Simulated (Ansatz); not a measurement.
# Te on Co(0001): change of the work function

How does one ordered layer of Te (top site) change the work function of Co(0001), and what dipole does each adsorbate carry?

Program: Ansatz 0.2.0. Level of theory: plane-wave DFT, PBE, Ansatz PAW. Results are calculated unless marked as measured.

## 1. The structure

The cell holds 4 atoms: 4 Co. Cell: a = 2.510 Å, b = 2.510 Å, c = 24.107 Å, α = 90.0°, β = 90.0°, γ = 60.0°. Vacuum lies along c.

## 2. The clean slab

The bare slab comes first, as the zero from which every change is counted. The two lowest layers are held at bulk places and the upper ones relax. The dipole correction removes the false field that a one-sided slab makes across the periodic vacuum, so each face gets a flat vacuum level of its own.

The input, input.yaml:

```yaml
crystal:
  lattice:
    - [2.51, 0.0, 0.0]
    - [1.255, 2.1737237635, 0.0]
    - [0.0, 0.0, 24.10683]
  atoms:
    - { symbol: Co, position: [0.6666666667, 0.6666666667, 0.3733381784], spin: 1.7 }
    - { symbol: Co, position: [0.0, 0.0, 0.4577793928], spin: 1.7 }
    - { symbol: Co, position: [0.6666666667, 0.6666666667, 0.5422206072], spin: 1.7 }
    - { symbol: Co, position: [0.0, 0.0, 0.6266618216], spin: 1.7 }
magnetization:
  spin_polarized: true
kpoints:
  mp_grid: { grid: [14, 14, 1] }
hamiltonian:
  xc: pbe
scf:
  occupations: { method: fermi_dirac, width: 0.1 }
  convergence: { dr2_threshold: 1.0e-08 }
efield:
  axis: 3
  dipole_correction: true
  ramp_position: 0.97
  ramp_width: 0.06
relax:
  f_tol: 0.02
  max_steps: 60
  constraints: [{ sites: [0, 1] }]
output:
  write_potential: true
  write_density: true
  volumetric_format: npy
```

Run with:

```
> ansatz run input.yaml --threads 4 --pin off --max-ram 12288MiB --backend cpu --events-out ev --progress --plain --runs-dir out
```

Numbers of over 12 decimals in the logs are rounded to 6 here.

The program printed:

```text
Engine: ansatz 0.2.0, aarch64-unknown-linux-gnu
Pseudopotentials: kind: paw
Pseudopotential: Co, paw, valence charge 17, recommended cutoff 420 eV (normal), Co.paw.azcp
Functional definition: PBE
  parameter kappa = 0.804
  parameter beta = 0.066725
  exchange = pbe_x(kappa = kappa, mu = beta*pi^2/3)
  correlation = pbe_c(beta = beta)
Crystal: 4 atoms, lattice volume = 131.528 Å³
Basis set: ecut = 420 eV, 2559 PW (Γ), exchange–correlation on 36×36×324 points (8 copies of the dense FFT grid, shifted against one another)
Bands: 45, of which v1, the nominal top of the filled ones, is band 34 counted from 1 (33 counted from 0)
Symmetry: 6 space group operations
k-points: 24 of 196 (time reversal used)
Non-local potential: Co, projectors of the file, l = 0: 3, l = 1: 2, l = 2: 3, l = 3: 1
PAW form: soft (Blöchl's): semilocal exchange-correlation on the pseudo side does not see the compensation charge
PAW one-centre angular grid: Co, 590 points (default); XC on 64 Gauss nodes
Initial density: superposition of atomic densities (neutral atoms: chi_scale 0, normalization atom)
Starting moments: Σ|m| = 6.8 μB on 4 of 4 sites
Initial wavefunctions: pseudopotential atomic-orbital guess
Functional: x = pbe(κ = 0.804, μ = 0.219515), c = pbe(β = 0.066725)
SCF iter   1: F=—  HF=-20501.301654 eV  |F-HF|=—  |Δ(HF+E_count)|=         —  Δρ=4.96e-2 (↑1.05e-2 ↓4.96e-2)  dr2=5.46e0  dr2_m=7.33e-1  M=6.868 μB ∫|m|=7.073 μB  β_m=1.00  ethr=3.10e-3  p=0.000 e·Å  D=5.04e-13 V/Å  ΔV_dip=-0.00 eV  dr2_dipole=9.13e-8  V_vac-E_F(+/−)=7.43/7.43 eV  ⟨swp⟩=11.7  Hψ=11324  notcnv=0  defer=18
Mixer restart at iter 1: flushing history
efield: sawtooth ramp at fractional position 0.9700 (set: `efield.ramp_position`, or a place that a band, a saddle search or an elastic batch's reference lends), width 0.0600; the density the first Hamiltonian is built on has a dipole p = 0.000 e·Å; the dipole correction subtracts the counter field D = 5.04e-13 V/Å, which shifts the + side's vacuum level by -0.00 eV against the − side's; the planar-averaged density in the ramp window peaks in size at 9.3e-6 e/Å³
preconditioner: auto → LDOS  [metal: Δε(μ)=0.016 eV  Ē_g=6.897 eV  σ=0.100 eV  W_gap=0.04  n_scr=18 (ndim 8)  ℏωp=19.4 eV  f_vac=0.597  D(μ)=4.52/eV (n_scr^D=18)]
spin=Collinear: LDOS preconditioning applied to the charge; magnetization (m = ρ↑ − ρ↓) channel mixes plain (no charge-response kernel on spin).
SCF iter   2: F=—  HF=-20500.655876 eV  |F-HF|=—  |Δ(HF+E_count)|=   6.46e-1  Δρ=1.22e-2 (↑1.22e-2 ↓7.38e-3)  dr2=4.59e-1  dr2_m=7.10e-2  M=6.883 μB ∫|m|=7.353 μB  β_m=0.34  ethr=3.10e-3  p=-0.000 e·Å  D=-1.63e-5 V/Å  ΔV_dip=0.00 eV  dr2_dipole=1.11e-8  V_vac-E_F(+/−)=6.49/6.49 eV  ⟨swp⟩=2.8  Hψ=3897  notcnv=0  defer=52
density mixer auto → msr1: a metal under ldos (density of states about μ 3.21 of a free-electron gas's, 18 screened modes)
SCF iter   3: F=—  HF=-20501.971551 eV  |F-HF|=—  |Δ(HF+E_count)|=    1.32e0  Δρ=4.67e-3 (↑4.67e-3 ↓4.44e-3)  dr2=8.61e-2  dr2_m=1.49e-2  M=6.885 μB ∫|m|=7.435 μB  β_m=0.48  ethr=6.75e-4  p=-0.000 e·Å  D=-1.71e-5 V/Å  ΔV_dip=0.00 eV  dr2_dipole=5.02e-9  V_vac-E_F(+/−)=5.88/5.88 eV  ⟨swp⟩=3.0  Hψ=3741  notcnv=0  defer=51
SCF iter   4: F=—  HF=-20502.967191 eV  |F-HF|=—  |Δ(HF+E_count)|=         —  Δρ=4.94e-3 (↑4.94e-3 ↓2.72e-3)  dr2=4.38e-2  dr2_m=6.00e-3  M=6.911 μB ∫|m|=7.579 μB  β_m=0.48  ethr=1.27e-4  p=-0.000 e·Å  D=-1.96e-7 V/Å  ΔV_dip=0.00 eV  dr2_dipole=1.53e-8  V_vac-E_F(+/−)=5.25/5.25 eV  ⟨swp⟩=3.2  Hψ=4762  notcnv=0  defer=53
SCF iter   5: F=—  HF=-20503.129318 eV  |F-HF|=—  |Δ(HF+E_count)|=   1.62e-1  Δρ=2.40e-3 (↑1.64e-3 ↓2.40e-3)  dr2=1.32e-2  dr2_m=1.29e-3  M=6.846 μB ∫|m|=7.537 μB  β_m=0.67  ethr=6.44e-5  p=-0.000 e·Å  D=-4.36e-6 V/Å  ΔV_dip=0.00 eV  dr2_dipole=4.58e-10  V_vac-E_F(+/−)=5.09/5.09 eV  ⟨swp⟩=2.3  Hψ=3991  notcnv=0  defer=62
SCF iter   6: F=—  HF=-20503.158768 eV  |F-HF|=—  |Δ(HF+E_count)|=   2.95e-2  Δρ=9.35e-4 (↑7.53e-4 ↓9.35e-4)  dr2=2.47e-3  dr2_m=1.20e-4  M=6.815 μB ∫|m|=7.517 μB  β_m=0.82  ethr=1.94e-5  p=0.000 e·Å  D=1.06e-6 V/Å  ΔV_dip=-0.00 eV  dr2_dipole=6.14e-9  V_vac-E_F(+/−)=5.03/5.03 eV  ⟨swp⟩=2.2  Hψ=3795  notcnv=0  defer=62
SCF iter   7: F=—  HF=-20503.161773 eV  |F-HF|=—  |Δ(HF+E_count)|=   3.00e-3  Δρ=5.24e-4 (↑5.24e-4 ↓4.70e-4)  dr2=9.86e-4  dr2_m=1.08e-5  M=6.800 μB ∫|m|=7.510 μB  β_m=0.72  ethr=3.63e-6  p=-0.000 e·Å  D=-7.12e-6 V/Å  ΔV_dip=0.00 eV  dr2_dipole=4.31e-8  V_vac-E_F(+/−)=5.00/5.00 eV  ⟨swp⟩=2.5  Hψ=4216  notcnv=0  defer=64
SCF iter   8: F=—  HF=-20503.161721 eV  |F-HF|=—  |Δ(HF+E_count)|=   5.22e-5  Δρ=1.95e-4 (↑1.19e-4 ↓1.95e-4)  dr2=6.26e-5  dr2_m=5.90e-6  M=6.798 μB ∫|m|=7.512 μB  β_m=0.69  ethr=1.45e-6  p=0.000 e·Å  D=1.87e-6 V/Å  ΔV_dip=-0.00 eV  dr2_dipole=2.11e-9  V_vac-E_F(+/−)=4.99/4.99 eV  ⟨swp⟩=2.6  Hψ=4109  notcnv=0  defer=65
SCF iter   9: F=—  HF=-20503.161728 eV  |F-HF|=—  |Δ(HF+E_count)|=   7.30e-6  Δρ=4.50e-5 (↑3.21e-5 ↓4.50e-5)  dr2=6.00e-6  dr2_m=5.14e-7  M=6.797 μB ∫|m|=7.513 μB  β_m=0.68  ethr=9.20e-8  p=-0.000 e·Å  D=-8.10e-7 V/Å  ΔV_dip=0.00 eV  dr2_dipole=2.22e-9  V_vac-E_F(+/−)=4.98/4.98 eV  ⟨swp⟩=2.3  Hψ=3197  notcnv=0  defer=65
SCF iter  10: F=—  HF=-20503.161731 eV  |F-HF|=—  |Δ(HF+E_count)|=   2.72e-6  Δρ=1.32e-5 (↑1.16e-5 ↓1.32e-5)  dr2=1.97e-7  dr2_m=1.34e-7  M=6.797 μB ∫|m|=7.513 μB  β_m=0.75  ethr=8.82e-9  p=0.000 e·Å  D=8.29e-7 V/Å  ΔV_dip=-0.00 eV  dr2_dipole=4.14e-11  V_vac-E_F(+/−)=4.98/4.98 eV  ⟨swp⟩=2.4  Hψ=3732  notcnv=0  defer=65
SCF iter  11: F=—  HF=-20503.161731 eV  |F-HF|=—  |Δ(HF+E_count)|=   3.92e-7  Δρ=1.31e-5 (↑4.19e-6 ↓1.31e-5)  dr2=1.86e-7  dr2_m=4.98e-8  M=6.796 μB ∫|m|=7.513 μB  β_m=0.85  ethr=2.89e-10  p=-0.000 e·Å  D=-1.87e-6 V/Å  ΔV_dip=0.00 eV  dr2_dipole=3.55e-9  V_vac-E_F(+/−)=4.98/4.98 eV  ⟨swp⟩=3.0  Hψ=4464  notcnv=0  defer=65
SCF iter  12: F=—  HF=-20503.161731 eV  |F-HF|=—  |Δ(HF+E_count)|=   5.80e-8  Δρ=7.08e-6 (↑4.47e-6 ↓7.08e-6)  dr2=1.24e-7  dr2_m=1.15e-8  M=6.796 μB ∫|m|=7.513 μB  β_m=0.76  ethr=2.73e-10  p=0.000 e·Å  D=3.40e-6 V/Å  ΔV_dip=-0.00 eV  dr2_dipole=1.53e-8  V_vac-E_F(+/−)=4.98/4.98 eV  ⟨swp⟩=2.0  Hψ=3014  notcnv=0  defer=65
SCF iter  13: F=—  HF=-20503.161731 eV  |F-HF|=—  |Δ(HF+E_count)|=   2.41e-8  Δρ=2.29e-6 (↑2.29e-6 ↓2.01e-6)  dr2=1.55e-8  dr2_m=2.05e-9  M=6.796 μB ∫|m|=7.513 μB  β_m=0.68  ethr=1.82e-10  p=-0.000 e·Å  D=-1.36e-6 V/Å  ΔV_dip=0.00 eV  dr2_dipole=1.23e-9  V_vac-E_F(+/−)=4.98/4.98 eV  ⟨swp⟩=2.1  Hψ=3182  notcnv=0  defer=65
[...]
preconditioner: auto → LDOS  [metal: Δε(μ)=0.064 eV  Ē_g=6.722 eV  σ=0.100 eV  W_gap=0.16  n_scr=12 (ndim 8)  ℏωp=19.4 eV  f_vac=0.612  D(μ)=3.70/eV (n_scr^D=16)]
spin=Collinear: LDOS preconditioning applied to the charge; magnetization (m = ρ↑ − ρ↓) channel mixes plain (no charge-response kernel on spin).
SCF iter   2: F=—  HF=-20503.184989 eV  |F-HF|=—  |Δ(HF+E_count)|=   8.97e-5  Δρ=1.22e-4 (↑1.22e-4 ↓1.20e-4)  dr2=2.99e-4  dr2_m=1.19e-6  M=6.772 μB ∫|m|=7.474 μB  β_m=0.31  ethr=1.39e-6  p=0.002 e·Å  D=2.51e-3 V/Å  ΔV_dip=-0.06 eV  dr2_dipole=1.15e-4  V_vac-E_F(+/−)=4.94/5.00 eV  ⟨swp⟩=2.1  Hψ=3197  notcnv=0  defer=79
density mixer auto → msr1: a metal under ldos (density of states about μ 2.81 of a free-electron gas's, 18 screened modes)
SCF iter   3: F=—  HF=-20503.184989 eV  |F-HF|=—  |Δ(HF+E_count)|=   3.73e-8  Δρ=1.23e-4 (↑1.23e-4 ↓6.41e-5)  dr2=7.86e-5  dr2_m=5.03e-6  M=6.772 μB ∫|m|=7.474 μB  β_m=0.43  ethr=4.39e-7  p=0.002 e·Å  D=2.39e-3 V/Å  ΔV_dip=-0.06 eV  dr2_dipole=2.54e-5  V_vac-E_F(+/−)=4.94/4.99 eV  ⟨swp⟩=1.6  Hψ=2360  notcnv=0  defer=79
SCF iter   4: F=—  HF=-20503.185003 eV  |F-HF|=—  |Δ(HF+E_count)|=   1.40e-5  Δρ=5.55e-5 (↑5.01e-5 ↓5.55e-5)  dr2=2.16e-5  dr2_m=2.47e-6  M=6.773 μB ∫|m|=7.475 μB  β_m=0.50  ethr=1.16e-7  p=0.002 e·Å  D=2.44e-3 V/Å  ΔV_dip=-0.06 eV  dr2_dipole=6.13e-6  V_vac-E_F(+/−)=4.93/4.99 eV  ⟨swp⟩=1.9  Hψ=2642  notcnv=0  defer=79
SCF iter   5: F=—  HF=-20503.185011 eV  |F-HF|=—  |Δ(HF+E_count)|=   8.64e-6  Δρ=5.18e-5 (↑5.18e-5 ↓3.22e-5)  dr2=9.21e-7  dr2_m=2.00e-6  M=6.773 μB ∫|m|=7.476 μB  β_m=0.64  ethr=3.18e-8  p=0.002 e·Å  D=2.48e-3 V/Å  ΔV_dip=-0.06 eV  dr2_dipole=2.20e-7  V_vac-E_F(+/−)=4.93/4.99 eV  ⟨swp⟩=2.0  Hψ=3042  notcnv=0  defer=79
SCF iter   6: F=—  HF=-20503.185015 eV  |F-HF|=—  |Δ(HF+E_count)|=   3.55e-6  Δρ=2.48e-5 (↑2.48e-5 ↓7.63e-6)  dr2=7.39e-7  dr2_m=1.74e-7  M=6.774 μB ∫|m|=7.476 μB  β_m=0.62  ethr=1.35e-9  p=0.002 e·Å  D=2.51e-3 V/Å  ΔV_dip=-0.06 eV  dr2_dipole=1.45e-8  V_vac-E_F(+/−)=4.93/4.99 eV  ⟨swp⟩=2.9  Hψ=4245  notcnv=0  defer=79
SCF iter   7: F=—  HF=-20503.185015 eV  |F-HF|=—  |Δ(HF+E_count)|=   1.94e-7  Δρ=8.76e-6 (↑7.69e-6 ↓8.76e-6)  dr2=3.09e-7  dr2_m=2.25e-8  M=6.774 μB ∫|m|=7.476 μB  β_m=0.56  ethr=1.09e-9  p=0.002 e·Å  D=2.51e-3 V/Å  ΔV_dip=-0.06 eV  dr2_dipole=6.05e-8  V_vac-E_F(+/−)=4.93/4.99 eV  ⟨swp⟩=2.1  Hψ=3789  notcnv=0  defer=79
SCF iter   8: F=—  HF=-20503.185015 eV  |F-HF|=—  |Δ(HF+E_count)|=   5.30e-8  Δρ=3.59e-6 (↑3.59e-6 ↓2.00e-6)  dr2=1.11e-8  dr2_m=8.54e-9  M=6.774 μB ∫|m|=7.476 μB  β_m=0.67  ethr=4.54e-10  p=0.002 e·Å  D=2.51e-3 V/Å  ΔV_dip=-0.06 eV  dr2_dipole=7.27e-10  V_vac-E_F(+/−)=4.93/4.99 eV  ⟨swp⟩=2.6  Hψ=3582  notcnv=0  defer=79
SCF iter   9: F=—  HF=-20503.185015 eV  |F-HF|=—  |Δ(HF+E_count)|=   3.39e-8  Δρ=1.91e-6 (↑1.79e-6 ↓1.91e-6)  dr2=1.43e-8  dr2_m=1.35e-9  M=6.774 μB ∫|m|=7.476 μB  β_m=0.54  ethr=1.64e-11  p=0.002 e·Å  D=2.51e-3 V/Å  ΔV_dip=-0.06 eV  dr2_dipole=2.56e-11  V_vac-E_F(+/−)=4.93/4.99 eV  ⟨swp⟩=2.7  Hψ=4088  notcnv=0  defer=79
SCF iter  10: F=—  HF=-20503.185015 eV  |F-HF|=—  |Δ(HF+E_count)|=   4.11e-9  Δρ=6.90e-7 (↑6.90e-7 ↓5.72e-7)  dr2=3.20e-10  dr2_m=3.22e-10  M=6.774 μB ∫|m|=7.476 μB  β_m=0.63  ethr=1.64e-11  p=0.002 e·Å  D=2.51e-3 V/Å  ΔV_dip=-0.06 eV  dr2_dipole=5.19e-12  V_vac-E_F(+/−)=4.93/4.99 eV  ⟨swp⟩=2.1  Hψ=3506  notcnv=0  defer=79
SCF iter  11: F=-20503.185015 eV  HF=-20503.185015 eV  |F-HF|=5.41e-9  |Δ(HF+E_count)|=   5.89e-9  Δρ=8.11e-7 (↑4.94e-7 ↓8.11e-7)  dr2=5.18e-9  dr2_m=1.31e-10  M=6.774 μB ∫|m|=7.476 μB  ethr=1.00e-12  p=0.002 e·Å  D=2.51e-3 V/Å  ΔV_dip=-0.06 eV  dr2_dipole=1.46e-9  V_vac-E_F(+/−)=4.93/4.99 eV  ⟨swp⟩=6.3  Hψ=12698  notcnv=0
SCF 4 converged in 11 iterations: F = -20503.185015 eV  dr2 = 5.18e-9
relax step   4: F+E_penalty+E_count = -20503.18501476 eV  Δ(F+E_penalty+E_count) = -2.550e-4 eV  max|allowed force component| = 6.112e-3 eV/Å  Δτ_max = 0.0078 Å  (11 SCF iters, accepted)
NSCF: frozen V_eff on 24 k-points
the band table was solved once a step of the walk had ended and its energy, with any forces and stress, was formed, with the checks that follow a solve (11863 applications of the Hamiltonian). They found nothing against the state; the energy, forces and stress were not computed again (output.eigenvalues in the input reference)
WARN: The output density's exchange-correlation potential varies sharply where the density is thin. Do not read a vacuum level from v_tot or v_xc, or from such a field of the output density. On a cell that repeats whose density bears no net charge and no dipole along the vacuum's axis use v_es (v_loc + v_h of the components); under efield.dipole_correction with no amplitude use v_es + v_field, which holds any externa [...]
SCF converged after 11 iterations
Magnetization: 6.7737 μB (37.3869 up, 30.6131 down)
Absolute magnetization: 7.4788 μB (∫|ρ↑−ρ↓|, with the PAW one-centre terms)
Spin contamination: 0.1479 ħ² per cell (⟨S²⟩ above its minimum at these occupations)
Per-site moments (μB) at R_I (Å): [(1.806746, 1.030734), (1.746841, 1.030734), (1.732019, 1.000957), (1.780767, 1.000957)]
Free energy (F): -20503.185015 eV
Harris-Foulkes:  -20503.185015 eV  (|F-HF|=5.41e-9)
Internal energy: -20503.056442 eV  (E = F + TS)
E sigma→0 (E₀):  -20503.120729 eV
Entropy (-TS):   -0.128572 eV (-32.143 meV/atom)
Fermi energy:    2.952847 eV
Dipole field:    D = 0.002571 V/Å  (p = 0.001869 e·Å, saw-weighted, corrected)
Work function:   Φ+ = 4.9295 eV   Φ− = 4.9915 eV
Levels:          The Fermi level and band energies are counted from a zero that moves with the ramp; work functions are not
--- Per-component energies (eV) ---
  E_band       = -2041.884010
  E_kinetic    = 1808.885662
  E_local      = -151295.520255  (includes V_loc(G=0)·N_el)
  E_nonlocal   = 1821.401994
  E_hartree    = 74199.137607
  E_xc         = -632.266264
  E_vxc        = -815.559017  (∫ρ·V_xc dr)
  E_paw        = -6063.666949  (= ΣΔE_a)
  E_vpaw       = -1959.374116  (= ΣTr[D̂ρ^β])
  E_aug_tail   = 0.000301  (compensation charges beyond the density's cutoff)
  E_efield     = 0.000002  (sawtooth field / dipole correction)
  E_vefield    = 0.002948  (∫n·V_field dr)
  E_ewald      = 59658.971460
  E_smearing   = -0.128572  (= −TS)
  E_closure    = 0.000000  (closes the sum)
  Σ components = -20503.185015   (vs F -20503.185015, Δ=0.00e0)
--- Forces (eV/Å), atoms counted from 1 ---
  atom   1  Co     0.00000000     0.00000000     0.49639000
  atom   2  Co    -0.00000000     0.00000000    -0.49476599
  atom   3  Co    -0.00000000     0.00000000     0.00447110
  atom   4  Co     0.00000000    -0.00000000    -0.00611200
  max |Σ_I F_I| component: 1.69e-5 eV/Å
--- Band table (eV; the first three rows and the last of 48) ---
  k-point 0 ↑: bands = [... 30 lower, 0.6085, 1.1345, 1.1345, 1.5275, 1.5275, 1.8880, 1.8880, 2.0261, ... 7 higher]
  k-point 1 ↑: bands = [... 30 lower, 0.6754, 1.0700, 1.1111, 1.4478, 1.5110, 1.5771, 1.7882, 1.8878, ... 7 higher]
  k-point 2 ↑: bands = [... 30 lower, 0.8513, 0.8617, 1.1005, 1.1098, 1.4364, 1.4794, 1.8850, 1.9938, ... 7 higher]
  k-point 23 ↓: bands = [... 30 lower, 3.1175, 3.6966, 3.7526, 3.7979, 3.9285, 3.9879, 7.8890, 8.4576, ... 7 higher]
--- Relaxed structure (4 steps of the walk, 4 accepted, 0 SCFs on fresh bases) ---
  F+E_penalty+E_count = -20503.18501476 eV   max|allowed force component| = 6.112e-3 eV/Å
  atoms:
    - { symbol: Co, position: [0.666667, 0.666667, 0.373338] }
    - { symbol: Co, position: [0.0, 0.0, 0.4577793928] }
    - { symbol: Co, position: [0.666667, 0.666667, 0.542676] }
    - { symbol: Co, position: [-3.999953901570421e-18, 0, 0.623413] }
```

Elapsed: 45 s, on 4 threads of Arm Neoverse V1, shared host; peak memory 0.55 GiB.

Step by step:

```
step  energy less that of the first step (eV)  largest force component (eV/Å)
   1                                   0.0000                          0.4824
   2                                  -0.0152                          0.3175
   3                                  -0.0230                          0.0621
   4                                  -0.0233                          0.0061
```

Forces are held to the 6 operations that the run works with; a distortion that breaks them can't arise in this run.

The atoms that moved most (Å):

| atom | dx | dy | dz | length |
| --- | --- | --- | --- | --- |
| Co4 | 0.000 | 0.000 | -0.078 | 0.078 |
| Co3 | 0.000 | 0.000 | 0.011 | 0.011 |

Final coordinates:

```xyz
4
Lattice="2.5100 0.0000 0.0000 1.2550 2.1737 0.0000 0.0000 0.0000 24.1068" Properties=species:S:1:pos:R:3
Co    2.5100    1.4491    9.0000
Co    0.0000    0.0000   11.0356
Co    2.5100    1.4491   13.0822
Co    0.0000    0.0000   15.0285
```

Numbers from this step:

```yaml
energy_at_zero_smearing: -20503.1207 eV
total_moment: 6.774 μB
site_moments: 1.807, 1.747, 1.732, 1.781 μB
work_function_upper_face: 4.929 eV
work_function_lower_face: 4.991 eV
dipole_along_the_normal: 0.001869 e·Å
step_between_the_vacuum_levels: -0.06197 eV
```

Running mean over 2.03561 Å of the planar mean; the ramp of the sawtooth is left out. Electron's electrostatic potential energy less the Fermi level against z:

| z (Å) | electron's electrostatic potential energy less the Fermi level (eV) |
| --- | --- |
| 3.0 | 4.99 |
| 3.5 | 4.99 |
| 4.0 | 4.99 |
| 4.5 | 4.99 |
| 5.0 | 4.99 |
| 5.5 | 4.97 |
| 6.0 | 4.93 |
| 6.5 | 4.77 |
| 7.0 | 4.21 |
| 7.5 | 1.91 |
| 8.0 | -3.45 |
| 8.5 | -8.57 |
| 9.0 | -10.3 |
| 9.5 | -10.5 |
| 10.0 | -10.5 |
| 10.5 | -10.5 |
| 11.0 | -10.6 |
| 11.5 | -10.5 |
| 12.0 | -10.4 |
| 12.5 | -10.5 |
| 13.0 | -10.6 |
| 13.5 | -11.1 |
| 14.0 | -11.5 |
| 14.5 | -11.2 |
| 15.0 | -10.4 |
| 15.5 | -8.78 |
| 16.0 | -3.82 |
| 16.5 | 1.66 |
| 17.0 | 4.09 |
| 17.5 | 4.69 |
| 18.0 | 4.86 |
| 18.5 | 4.91 |
| 19.0 | 4.92 |
| 19.5 | 4.93 |
| 20.0 | 4.93 |
| 20.5 | 4.93 |
| 21.0 | 4.93 |

Site moment by atom:

```csv
atom,site moment (μB)
Co1,1.81
Co2,1.75
Co3,1.73
Co4,1.78
```

The relaxation took 4 steps and lowered the energy by 0.023 eV; the largest force on the free atoms ends at 0.0061 eV/Å.

The work function of the upper face is 4.93 eV.

[end of part 1 of 5]

[Logs are printed without paths, hosts, clocks, repeated set-up lines and the standing remarks that a program may print on its own settings, such as how far it seeks lower states.]

[Hosts, paths, dates, database ids (printed as entryN), source tags and the programs' standing remarks are cut or masked in the printed files.]

[Maps of the electrostatic potential energy from Ansatz leave out the sawtooth potential of an applied field or a dipole correction, so their vacuum need not be flat; planar profiles and work functions include it.]
